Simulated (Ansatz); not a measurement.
# A hypothetical structure for TiBeGa

Starting from a made-up structure for TiBeGa, the aim is the relaxed cell, its shortest contacts and, where a second run follows, its electronic structure.

Program: Ansatz 0.2.0. Level of theory: DFT, PBE, plane-wave PAW, files of the set soft_1, scalar-relativistic, no spin, cell and ions relaxed at zero pressure; PAW set soft_1. Results are calculated unless marked as measured.

### Step 1. Starting point

Symmetry: P-6m2, No. 187, hexagonal system. The conventional cell has a = 3.586 Å, b = 3.586 Å, c = 3.651 Å, α = 90.00°, β = 90.00°, γ = 120.00°. Ga has 3 Be at 2.07 Å and 6 Ti at 2.76 Å nearest. Ti has 6 Be at 2.76 Å and 6 Ga at 2.76 Å nearest. Be has 3 Ga at 2.07 Å and 6 Ti at 2.76 Å nearest. Farther neighbours are not listed.

### Step 2. Relaxing cell and atoms

The guess takes its coordinates from another compound and its volume from a rule, so the cell and any free coordinates are relaxed together.

The input, input.yaml:

```yaml
crystal:
  lattice:
    - [3.586, 0.0, 0.0]
    - [-1.793, 3.105567098, 0.0]
    - [0.0, 0.0, 3.651]
  atoms:
    - { symbol: Ga, position: [0.666666667, 0.333333333, 0.5] }
    - { symbol: Ti, position: [0.0, 0.0, 0.0] }
    - { symbol: Be, position: [0.333333333, 0.666666667, 0.5] }
kpoints:
  mp_grid: { grid: [9, 9, 7] }
scf:
  occupations: { method: fermi_dirac, width: 0.05 }
hamiltonian:
  xc: pbe
  pseudopotentials: { kind: paw, azcp: { folder: soft_1 } }
relax:
  f_tol: 0.015
  max_steps: 70
  cell: {}
output:
  forces: true
  stress: true
```

On the command line:

```sh
$ ansatz run input.yaml --threads 4 --pin off --max-ram 8192MiB --backend cpu --events-out ev --progress --plain --runs-dir out
```

Numbers of over 12 decimals in the logs are rounded to 6 here.

The program printed:

```text
Engine: ansatz 0.2.0, aarch64-unknown-linux-gnu
Pseudopotentials: kind: paw
Pseudopotential: Ga, paw, valence charge 13, recommended cutoff 420 eV (normal), soft_1/Ga.paw.azcp
Pseudopotential: Ti, paw, valence charge 12, recommended cutoff 420 eV (normal), soft_1/Ti.paw.azcp
Pseudopotential: Be, paw, valence charge 2, recommended cutoff 420 eV (normal), soft_1/Be.paw.azcp
Functional definition: PBE
  parameter kappa = 0.804
  parameter beta = 0.066725
  exchange = pbe_x(kappa = kappa, mu = beta*pi^2/3)
  correlation = pbe_c(beta = beta)
Crystal: 3 atoms, lattice volume = 40.660 Å³
Basis set: ecut = 420 eV, 763 PW (Γ), exchange–correlation on 48×48×50 points (8 copies of the dense FFT grid, shifted against one another)
Bands: 18, of which v1, the nominal top of the filled ones, is band 14 counted from 1 (13 counted from 0)
Symmetry: 12 space group operations
Space group: P-6m2 (ITA 187), of the structure as read, at distance tolerance 3.4e-5 Å
k-points: 48 of 567 (time reversal used)
Non-local potential: Ga, projectors of the file, l = 0: 2, l = 1: 2, l = 2: 3, l = 3: 1
Non-local potential: Ti, projectors of the file, l = 0: 3, l = 1: 2, l = 2: 3, l = 3: 1
Non-local potential: Be, projectors of the file, l = 0: 2, l = 1: 2, l = 2: 1
PAW form: soft (Blöchl's): semilocal exchange-correlation on the pseudo side does not see the compensation charge
PAW one-centre angular grid: Ga, 590 points (default); XC on 64 Gauss nodes
PAW one-centre angular grid: Ti, 590 points (default); XC on 64 Gauss nodes
PAW one-centre angular grid: Be, 110 points (default); XC on 64 Gauss nodes
Initial density: superposition of atomic densities (chi_scale 0.1, normalization cell, long waves kept (reshape's long-wave potential 0.00 eV rms))
Initial wavefunctions: pseudopotential atomic-orbital guess
Functional: x = pbe(κ = 0.804, μ = 0.219515), c = pbe(β = 0.066725)
SCF iter   1: F=—  HF=-6376.668478 eV  |F-HF|=—  |Δ(HF+E_count)|=         —  Δρ=7.21e-2  dr2=3.21e0  ethr=3.10e-3  ⟨swp⟩=5.3  Hψ=4009  notcnv=0
preconditioner: auto → none  [metal: Δε(μ)=0.137 eV  Ē_g=10.779 eV  σ=0.050 eV  W_gap=0.48  n_scr=8 (ndim 8)  ℏωp=25.4 eV  f_vac=0.000  D(μ)=0.91/eV (n_scr^D=2)  sad-step TF]
SCF iter   2: F=—  HF=-6376.124418 eV  |F-HF|=—  |Δ(HF+E_count)|=   5.44e-1  Δρ=4.50e-2  dr2=1.32e0  ethr=3.10e-3  ⟨swp⟩=2.0  Hψ=1924  notcnv=0
SCF iter   3: F=—  HF=-6375.937540 eV  |F-HF|=—  |Δ(HF+E_count)|=   1.87e-1  Δρ=1.55e-2  dr2=7.80e-2  ethr=3.10e-3  ⟨swp⟩=2.2  Hψ=1564  notcnv=0
SCF iter   4: F=—  HF=-6375.884492 eV  |F-HF|=—  |Δ(HF+E_count)|=   5.30e-2  Δρ=3.99e-3  dr2=3.86e-3  ethr=2.89e-4  ⟨swp⟩=2.0  Hψ=1840  notcnv=0
SCF iter   5: F=—  HF=-6375.887051 eV  |F-HF|=—  |Δ(HF+E_count)|=   2.56e-3  Δρ=9.29e-4  dr2=1.95e-4  ethr=1.43e-5  ⟨swp⟩=2.0  Hψ=1528  notcnv=0
SCF iter   6: F=—  HF=-6375.887056 eV  |F-HF|=—  |Δ(HF+E_count)|=   5.39e-6  Δρ=1.38e-4  dr2=9.28e-6  ethr=7.22e-7  ⟨swp⟩=2.1  Hψ=1139  notcnv=0
SCF iter   7: F=—  HF=-6375.887046 eV  |F-HF|=—  |Δ(HF+E_count)|=   1.04e-5  Δρ=1.74e-5  dr2=1.12e-7  ethr=3.44e-8  ⟨swp⟩=2.8  Hψ=1488  notcnv=0
SCF iter   8: F=-6375.887046 eV  HF=-6375.887046 eV  |F-HF|=8.56e-10  |Δ(HF+E_count)|=   2.45e-8  Δρ=3.66e-6  dr2=3.19e-9  ethr=3.70e-10  ⟨swp⟩=4.0  Hψ=2724  notcnv=0
SCF 1 converged in 8 iterations: F = -6375.887046 eV  dr2 = 3.19e-9
  greatest PAW one-centre occupation: 0.999 electrons in one spin orbital (limit 2), on the Ti atom at site 1 (counted from 0), in its partial waves of l = 0
relax step   1: F+E_penalty+E_count = -6375.88704566 eV  Δ(F+E_penalty+E_count) = +0.000e0 eV  max|allowed force component| = 1.712e-16 eV/Å  Δτ_max = 0.0000 Å  P = +5.404 GPa  Ω = 40.660 Å³  (8 SCF iters, dr2 threshold 1.00e-7 eV, accepted)
Crystal: 3 atoms, lattice volume = 40.611 Å³
Basis set: ecut = 420 eV, 791 PW (Γ), exchange–correlation on 48×48×50 points (8 copies of the dense FFT grid, shifted against one another)
Initial density: handed on by an earlier stage of this run
Initial wavefunctions: those handed on with the density
iter 1 solved again at ethr=1.25e-4 eV; its pass at ethr=3.10e-3 eV (dr2=3.38e-2 eV) is discarded
SCF iter   1: F=—  HF=-6376.144250 eV  |F-HF|=—  |Δ(HF+E_count)|=         —  Δρ=7.49e-3  dr2=3.39e-2  ethr=1.25e-4  ⟨swp⟩=1.9  Hψ=5639  notcnv=0
preconditioner: auto → none  [metal: Δε(μ)=0.024 eV  Ē_g=11.326 eV  σ=0.050 eV  W_gap=0.12  n_scr=8 (ndim 8)  ℏωp=25.4 eV  f_vac=0.000  D(μ)=2.10/eV (n_scr^D=20)]
SCF iter   2: F=—  HF=-6376.137205 eV  |F-HF|=—  |Δ(HF+E_count)|=   7.05e-3  Δρ=2.15e-3  dr2=2.00e-3  ethr=1.25e-4  ⟨swp⟩=2.1  Hψ=1240  notcnv=0
SCF iter   3: F=—  HF=-6376.137092 eV  |F-HF|=—  |Δ(HF+E_count)|=   1.13e-4  Δρ=6.88e-4  dr2=1.09e-4  ethr=7.40e-6  ⟨swp⟩=2.4  Hψ=1292  notcnv=0
SCF iter   4: F=—  HF=-6376.137063 eV  |F-HF|=—  |Δ(HF+E_count)|=   2.88e-5  Δρ=2.38e-4  dr2=1.49e-5  ethr=4.05e-7  ⟨swp⟩=2.6  Hψ=1532  notcnv=0
SCF iter   5: F=—  HF=-6376.137057 eV  |F-HF|=—  |Δ(HF+E_count)|=   5.73e-6  Δρ=5.16e-5  dr2=7.19e-7  ethr=5.52e-8  ⟨swp⟩=2.4  Hψ=1460  notcnv=0
SCF iter   6: F=-6376.137057 eV  HF=-6376.137057 eV  |F-HF|=3.68e-9  |Δ(HF+E_count)|=   7.16e-8  Δρ=1.28e-5  dr2=2.79e-8  ethr=1.11e-9  ⟨swp⟩=5.0  Hψ=3485  notcnv=0
SCF 2 converged in 6 iterations: F = -6376.137057 eV  dr2 = 2.79e-8
relax step   2: F+E_penalty+E_count = -6376.13705727 eV  Δ(F+E_penalty+E_count) = -2.500e-1 eV  max|allowed force component| = 2.930e-17 eV/Å  Δτ_max = 0.0000 Å  P = +3.553 GPa  Ω = 40.611 Å³  energy of the carried Pulay correction = +9.286e-5 eV  (6 SCF iters, dr2 threshold 3.00e-7 eV, accepted)
Crystal: 3 atoms, lattice volume = 40.723 Å³
Basis set: ecut = 420 eV, 827 PW (Γ), exchange–correlation on 48×48×50 points (8 copies of the dense FFT grid, shifted against one another)
iter 1 solved again at ethr=1.94e-4 eV; its pass at ethr=3.10e-3 eV (dr2=5.24e-2 eV) is discarded
SCF iter   1: F=—  HF=-6376.359036 eV  |F-HF|=—  |Δ(HF+E_count)|=         —  Δρ=9.95e-3  dr2=5.27e-2  ethr=1.94e-4  ⟨swp⟩=1.8  Hψ=6095  notcnv=0
preconditioner: auto → none  [metal: Δε(μ)=0.050 eV  Ē_g=11.389 eV  σ=0.050 eV  W_gap=0.23  n_scr=8 (ndim 8)  ℏωp=25.4 eV  f_vac=0.000  D(μ)=1.66/eV (n_scr^D=20)]
SCF iter   2: F=—  HF=-6376.349154 eV  |F-HF|=—  |Δ(HF+E_count)|=   9.88e-3  Δρ=3.63e-3  dr2=3.19e-3  ethr=1.94e-4  ⟨swp⟩=3.1  Hψ=1398  notcnv=0
SCF iter   3: F=—  HF=-6376.348662 eV  |F-HF|=—  |Δ(HF+E_count)|=   4.91e-4  Δρ=1.20e-3  dr2=2.99e-4  ethr=1.18e-5  ⟨swp⟩=2.0  Hψ=1418  notcnv=0
SCF iter   4: F=—  HF=-6376.348627 eV  |F-HF|=—  |Δ(HF+E_count)|=   3.56e-5  Δρ=2.31e-4  dr2=1.55e-5  ethr=1.11e-6  ⟨swp⟩=2.0  Hψ=1317  notcnv=0
SCF iter   5: F=—  HF=-6376.348624 eV  |F-HF|=—  |Δ(HF+E_count)|=   2.79e-6  Δρ=1.17e-4  dr2=2.88e-6  ethr=5.75e-8  ⟨swp⟩=3.0  Hψ=1619  notcnv=0
SCF iter   6: F=-6376.348622 eV  HF=-6376.348622 eV  |F-HF|=2.50e-7  |Δ(HF+E_count)|=   1.65e-6  Δρ=3.20e-5  dr2=2.13e-7  ethr=1.11e-9  ⟨swp⟩=4.0  Hψ=4603  notcnv=0
SCF 3 converged in 6 iterations: F = -6376.348622 eV  dr2 = 2.13e-7
relax step   3: F+E_penalty+E_count = -6376.34862202 eV  Δ(F+E_penalty+E_count) = -2.116e-1 eV  max|allowed force component| = 6.014e-17 eV/Å  Δτ_max = 0.0000 Å  P = +1.087 GPa  Ω = 40.723 Å³  energy of the carried Pulay correction = +1.469e-4 eV  (6 SCF iters, dr2 threshold 3.00e-7 eV, accepted)
[...]
relax step   4: F+E_penalty+E_count = -6376.48550865 eV  Δ(F+E_penalty+E_count) = -1.369e-1 eV  max|allowed force component| = 1.850e-17 eV/Å  Δτ_max = 0.0000 Å  P = +1.927 GPa  Ω = 39.939 Å³  energy of the carried Pulay correction = +4.266e-4 eV  (6 SCF iters, dr2 threshold 3.00e-7 eV, accepted)
[...]
relax step   5: F+E_penalty+E_count = -6376.56038558 eV  Δ(F+E_penalty+E_count) = -7.488e-2 eV  max|allowed force component| = 8.172e-17 eV/Å  Δτ_max = 0.0000 Å  P = +1.186 GPa  Ω = 39.807 Å³  energy of the carried Pulay correction = +5.429e-4 eV  (6 SCF iters, dr2 threshold 3.00e-7 eV, accepted)
[...]
relax step   6: F+E_penalty+E_count = -6376.56212628 eV  Δ(F+E_penalty+E_count) = -1.741e-3 eV  max|allowed force component| = 3.238e-17 eV/Å  Δτ_max = 0.0000 Å  P = -0.067 GPa  Ω = 40.214 Å³  energy of the carried Pulay correction = +4.300e-4 eV  (6 SCF iters, dr2 threshold 3.00e-7 eV, accepted)
[...]
relax step   7: F+E_penalty+E_count = -6376.56213697 eV  Δ(F+E_penalty+E_count) = -1.069e-5 eV  max|allowed force component| = 1.118e-16 eV/Å  Δτ_max = 0.0000 Å  P = +0.002 GPa  Ω = 40.191 Å³  energy of the carried Pulay correction = +4.359e-4 eV  (6 SCF iters, dr2 threshold 1.54e-8 eV, accepted)
[...]
relax step   8: F+E_penalty+E_count = -6376.56374929 eV  Δ(F+E_penalty+E_count) = -1.612e-3 eV  max|allowed force component| = 1.210e-16 eV/Å  Δτ_max = 0.0000 Å  P = +0.114 GPa  Ω = 40.191 Å³  stress off target by 1.80e-1 GPa  SCF on the basis re-selected at this cell (its energy is not comparable with the rows above)  (6 SCF iters)
[...]
relax step   9: F+E_penalty+E_count = -6376.56376992 eV  Δ(F+E_penalty+E_count) = -2.063e-5 eV  max|allowed force component| = 1.388e-17 eV/Å  Δτ_max = 0.0000 Å  P = +0.004 GPa  Ω = 40.225 Å³  energy of the carried Pulay correction = -1.090e-5 eV  (6 SCF iters, dr2 threshold 8.14e-8 eV, accepted)
iter 1 solved again at ethr=6.62e-8 eV; its pass at ethr=3.10e-3 eV (dr2=1.79e-5 eV) is discarded
SCF iter   1: F=—  HF=-6376.563706 eV  |F-HF|=—  |Δ(HF+E_count)|=         —  Δρ=2.32e-6  dr2=1.63e-9  ethr=6.62e-8  ⟨swp⟩=2.9  Hψ=5920  notcnv=0
eigensolver tolerance schedule: the retry pair's looser diagonalisation over-reported the residual by 10974.53 of it (diagonalisation noise at 0.31 of the residual, at the tolerance the schedule requests for it); recorded, not acted on — ethr = c·dr2/N_el stays at c = 1.0e-1
preconditioner: auto → none  [metal: Δε(μ)=0.016 eV  Ē_g=11.612 eV  σ=0.050 eV  W_gap=0.08  n_scr=8 (ndim 8)  ℏωp=25.5 eV  f_vac=0.000  D(μ)=1.25/eV (n_scr^D=8)]
SCF iter   2: F=—  HF=-6376.563782 eV  |F-HF|=—  |Δ(HF+E_count)|=   7.67e-5  Δρ=1.77e-6  dr2=1.50e-9  ethr=6.04e-12  ⟨swp⟩=2.9  Hψ=1684  notcnv=0
SCF iter   3: F=—  HF=-6376.563782 eV  |F-HF|=—  |Δ(HF+E_count)|=  2.82e-10  Δρ=8.71e-7  dr2=1.94e-10  ethr=5.57e-12  ⟨swp⟩=2.0  Hψ=1032  notcnv=0
SCF iter   4: F=—  HF=-6376.563782 eV  |F-HF|=—  |Δ(HF+E_count)|=  6.64e-11  Δρ=3.57e-7  dr2=5.32e-11  ethr=1.00e-12  ⟨swp⟩=2.1  Hψ=1311  notcnv=0
iter 5 did not close the SCF: its close was put off for the readings that it lacked (scf_convergence_deferred on its scf_iter line)
SCF iter   5: F=-6376.563782 eV  HF=-6376.563782 eV  |F-HF|=1.09e-11  |Δ(HF+E_count)|=  1.82e-11  Δρ=1.25e-7  dr2=1.16e-11  ethr=1.00e-12  ⟨swp⟩=2.0  Hψ=1116  notcnv=0
SCF iter   6: F=-6376.563782 eV  HF=-6376.563782 eV  |F-HF|=0.00e0  |Δ(HF+E_count)|=  4.55e-12  Δρ=4.94e-8  dr2=1.36e-12  ethr=1.00e-12  ⟨swp⟩=4.0  Hψ=3250  notcnv=0
SCF 10 converged in 6 iterations: F = -6376.563782 eV  dr2 = 1.36e-12
relax step  10: F+E_penalty+E_count = -6376.56378224 eV  Δ(F+E_penalty+E_count) = -1.232e-5 eV  max|allowed force component| = 6.168e-18 eV/Å  Δτ_max = 0.0000 Å  P = +0.004 GPa  Ω = 40.225 Å³  stress off target by 5.82e-3 GPa  SCF on the basis re-selected at this cell (its energy is not comparable with the rows above)  (6 SCF iters)
basis re-selected at this cell: Δ(F+E_penalty+E_count) = -1.232e-5 eV, ΔP = -0.000 GPa vs the last step (what re-selecting the basis moved, of the pressure what is left beyond the Pulay correction that the steps carried, after the strain that the cell walked since its last selection, with what the two solves' SCF thresholds leave and, on support functions, any second-order correction that the steps lacked; it is no m [...]
SCF converged after 6 iterations
Free energy (F): -6376.563782 eV
Harris-Foulkes:  -6376.563782 eV  (|F-HF|=0.00e0)
Internal energy: -6376.554352 eV  (E = F + TS)
E sigma→0 (E₀):  -6376.559067 eV
Entropy (-TS):   -0.009430 eV (-3.143 meV/atom)
Fermi energy:    11.871309 eV
--- Per-component energies (eV) ---
  E_band       = -167.636075
  E_kinetic    = 413.593190
  E_local      = -2258.420675  (includes V_loc(G=0)·N_el)
  E_nonlocal   = -29.207309
  E_hartree    = 1254.486032
  E_xc         = -201.078231
  E_vxc        = -223.772409  (∫ρ·V_xc dr)
  E_paw        = -3090.537012  (= ΣΔE_a)
  E_vpaw       = -578.800682  (= ΣTr[D̂ρ^β])
  E_aug_tail   = -0.000283  (compensation charges beyond the density's cutoff)
  E_ewald      = -2465.390064
  E_smearing   = -0.009430  (= −TS)
  E_closure    = 0.000000  (closes the sum)
  Σ components = -6376.563782   (vs F -6376.563782, Δ=0.00e0)
--- Forces (eV/Å), atoms counted from 1 ---
  atom   1  Ga    -0.00000000     0.00000000     0.00000000
  atom   2  Ti    -0.00000000     0.00000000     0.00000000
  atom   3  Be     0.00000000    -0.00000000     0.00000000
  max |Σ_I F_I| component: 1.39e-17 eV/Å
--- Stress (GPa, compression-positive) ---
        0.005819      -0.000000       0.000000
       -0.000000       0.005819      -0.000000
        0.000000       0.000000       0.000096
  P = ⅓ Tr σ = 0.0039 GPa (0.039 kbar)
--- Relaxed structure (8 steps of the walk, 8 accepted, 2 SCFs on fresh bases) ---
  F+E_penalty+E_count = -6376.56378224 eV   max|allowed force component| = 6.168e-18 eV/Å   (the final SCF, on the basis selected at the relaxed cell)
  cell:  # Å, volume = 40.2246 Å³
    - [3.959396, 0.0, 5.598278447249563e-18]
    - [-1.979698, 3.428937, -2.7991392236247816e-18]
    - [5.6997530983861475e-18, 0, 2.962803]
  atoms:
    - { symbol: Ga, position: [0.666667, 0.333333, 0.5] }
    - { symbol: Ti, position: [0, 0, 0] }
    - { symbol: Be, position: [0.333333, 0.666667, 0.5] }
```

Elapsed: 11 s, on 4 threads of Arm Neoverse V1, shared host; peak memory 0.39 GiB.

Relaxation path:

| step | energy less that of the first step (eV) | largest force component (eV/Å) | pressure (GPa) | volume (Å³) |
| --- | --- | --- | --- | --- |
| 1 | 0.0000 | 0.0000 | 5.40 | 40.66 |
| 2 | -0.2500 | 0.0000 | 3.55 | 40.61 |
| 3 | -0.4616 | 0.0000 | 1.09 | 40.72 |
| 4 | -0.5985 | 0.0000 | 1.93 | 39.94 |
| 5 | -0.6733 | 0.0000 | 1.19 | 39.81 |
| 6 | -0.6751 | 0.0000 | -0.07 | 40.21 |
| 7 | -0.6751 | 0.0000 | 0.00 | 40.19 |
| 8* | -0.6767 | 0.0000 | 0.11 | 40.19 |
| 9 | -0.6767 | 0.0000 | 0.00 | 40.22 |
| 10* | -0.6767 | 0.0000 | 0.00 | 40.22 |

Relaxation steps marked * repeat the geometry before them on a plane-wave basis chosen anew for their cell, so energy and pressure can jump there.

The run keeps the 12 symmetry operations that it works with, so distortions that break them were not tested.

| cell as run | before | after | change |
| --- | --- | --- | --- |
| a (Å) | 3.586 | 3.959 | +10.4 % |
| b (Å) | 3.586 | 3.959 | +10.4 % |
| c (Å) | 3.651 | 2.963 | -18.8 % |
| volume (Å³/atom) | 13.55 | 13.41 | -1.1 % |

The relaxed structure:

```xyz
3
Lattice="3.9594 0.0000 0.0000 -1.9797 3.4289 0.0000 0.0000 0.0000 2.9628" Properties=species:S:1:pos:R:3 pbc="T T T"
Ga    1.9797    1.1430    1.4814
Ti    0.0000    0.0000    0.0000
Be    0.0000    2.2860    1.4814
```

This step gave:

```yaml
free_energy: -6376.5638 eV
energy_at_zero_smearing: -6376.5591 eV
smearing_term_ts: 0.009430 eV
fermi_energy: 11.87 eV
electrons: 27
symmetry_operations: 12
pressure: 0.003912 GPa
```

Shortest distances by pair of elements, guess and relaxed (not always the same contact):

| pair | guess (Å) | relaxed (Å) |
| --- | --- | --- |
| Be–Ga | 2.070 | 2.286 |
| Ga–Ti | 2.760 | 2.724 |
| Be–Ti | 2.760 | 2.724 |
| Ga–Ga | 3.586 | 2.963 |
| Ti–Ti | 3.586 | 2.963 |

The relaxation ends with a pressure of 0.00 GPa.

### Step 3. Summary of results

```json
{"space group, relaxed": "P-6m2", "conventional cell": "a = 3.959, b = 3.959, c = 2.963 Å; α = 90.0°, β = 90.0°, γ = 120.0°", "volume per atom": "13.41 Å³ (guess 13.55)"}
```

In words: TiBeGa relaxes to P-6m2 with a = 3.959, b = 3.959 and c = 2.963 Å. The guessed volume was near the relaxed one. The space group P-6m2 was held in the relaxation, so the end point is a stationary structure within it and may be a saddle against distortions or other arrangements. Mesh and cutoff weren't tested. A vector of the cell changed its length by 19 %, more than the volume shows. No dispersion term is used, so weakly bound directions may come out too long. The runs have no spin, and magnetism wasn't tested. Nothing here tests whether the compound is stable against decomposition.

[Logs are printed without paths, hosts, clocks, repeated set-up lines and the standing remarks that a program may print on its own settings, such as how far it seeks lower states.]

[Hosts, paths, dates, database ids (printed as entryN), source tags and the programs' standing remarks are cut or masked in the printed files.]
